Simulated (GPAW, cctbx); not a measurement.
# Reading charge transfer from structure factors

(SnTe)1(SnSe)1, P4/mmm (no. 123), a = 4.4022 Å, b = 4.4022 Å, c = 6.2586 Å, α = 90.00°, β = 90.00°, γ = 90.00°.

```
atom  mult.    x    y    z
 Te1      1  1/2  1/2    0
 Sn1      1    0    0    0
 Sn2      1  1/2  1/2  1/2
 Se1      1    0    0  1/2
```

The cell is a (SnTe)1(SnSe)1 superlattice along [001] of the rock-salt type, started at the mean lattice constant and relaxed freely, with no substrate.

Absolute values of the static structure factors of the conventional cell from DFT (PBE, GPAW) against free spherical atoms, in electrons:

| hkl | d (Å) | free atoms | crystal |
| --- | --- | --- | --- |
| 001 | 6.259 | 17.14 | 17.10 |
| 100 | 4.402 | 16.46 | 16.39 |
| 101 | 3.601 | 12.70 | 12.43 |
| 002 | 3.129 | 158.41 | 158.56 |
| 110 | 3.113 | 158.22 | 158.34 |
| 111 | 2.787 | 15.09 | 15.05 |
| 102 | 2.551 | 14.76 | 14.70 |
| 112 | 2.207 | 143.47 | 143.34 |
| 200 | 2.201 | 143.34 | 143.21 |
| 003 | 2.086 | 13.92 | 13.98 |

**Question.** Which way does charge move, and which reflections show it best?

Project each element's phase sum on the total phase. |F| rises if density moves to atoms that scatter in phase and falls if it moves to atoms that scatter against it; the rule is for low angles, since changes of shape take over beyond. Where all elements are in phase the terms compete, and the compactness of the donor's and the acceptor's density matters too.

| hkl | Te in phase | Sn in phase | Se in phase | change (e) | (%) |
| --- | --- | --- | --- | --- | --- |
| 001 | +1.0 | 0.0 | -1.0 | -0.03 | -0.2 |
| 100 | +1.0 | 0.0 | -1.0 | -0.07 | -0.4 |
| 101 | -1.0 | +2.0 | -1.0 | -0.27 | -2.1 |
| 002 | +1.0 | +2.0 | +1.0 | +0.14 | +0.1 |
| 110 | +1.0 | +2.0 | +1.0 | +0.13 | +0.1 |
| 111 | +1.0 | 0.0 | -1.0 | -0.04 | -0.3 |
| 102 | +1.0 | 0.0 | -1.0 | -0.05 | -0.4 |
| 112 | +1.0 | +2.0 | +1.0 | -0.13 | -0.1 |

Low-angle reflections that set elements apart and change by more than 0.05 e: 100, 101 and 102 (001 and 111 hardly move and tell little). The signs fit a gain of density on Te and Se and a loss on Sn. The best witness is 101, -2.1 %, where Se enters with -1.0. The real-space density agrees: Voronoi charges Te -0.15, Sn +0.21, Se -0.27 e. The shortest bond, Te–Sn, has Δρ = +0.04 e/Å³ at its midpoint.

[Outputs are excerpts: Python notices, other lines and further rows are left out; steps that failed or that the build refused (PBEsol, TPSS) are not shown.]

[Logs are printed without paths, hosts, clocks, repeated set-up lines and the standing remarks that a program may print on its own settings, such as how far it seeks lower states.]
